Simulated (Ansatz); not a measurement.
An input for Ansatz 0.2.0 (PtS2 (1T monolayer)):

```yaml
crystal:
  lattice:
    - [3.5379929514, 0.0, 0.0]
    - [-1.7689964757, 3.0639917743, 0.0]
    - [0.0, 0.0, 28.1]
  atoms:
    - { symbol: Pt, position: [0.0, 0.0, 0.5] }
    - { symbol: S, position: [0.3333333333, 0.6666666667, 0.5432342629] }
    - { symbol: S, position: [0.6666666667, 0.3333333333, 0.4567657371] }
  periodic: [true, true, false]
kpoints:
  mp_grid: { grid: [6, 6, 1] }
hamiltonian:
  xc: pbesol
  pseudopotentials: { kind: paw, azcp: { folder: soft_1 }, xc_functional: pbe }
scf:
  occupations: { method: fixed }
gw:
  n_empty_bands: 274
  ecut_chi: 54.0
  qp_bands: [v2, c2]
  qp_kpoints: band_edges
  screening: { model: contour_deformation }
```

```sh
ansatz run input.yaml --threads 8 --pin off --max-ram 17510MiB --backend cpu --events-out ev --progress --plain --runs-dir out
```

Q: Estimate wall time and host memory on 8 threads of INTEL XEON PLATINUM 8581C at 2.10GHz (Emerald Rapids), shared host.

It took 16 s; on shared hardware allow 8 s to 32 s. Peak host memory was 2.3 GiB. The sizes that set the cost: 5919 plane waves a state, 7 irreducible k points, 289 bands summed, 273 plane waves in the screening and 8 SCF cycles.

The screening grows as filled bands × empty bands × pairs of k points, times the square of the screening basis for the matrix.

[Paths, hosts, dates, memory and timing lines, banners, echoed tables and standing remarks are left out of the program output.]

[Logs are printed without paths, hosts, clocks, repeated set-up lines and the standing remarks that a program may print on its own settings, such as how far it seeks lower states.]

[Runs of the session that timed out or met a known fault of the program may be left out.]

[Cells called generated may have been cut or substituted from an entry of the Crystallography Open Database or the Materials Project.]

[Hosts, paths, dates, database ids (printed as entryN), source tags and the programs' standing remarks are cut or masked in the printed files.]
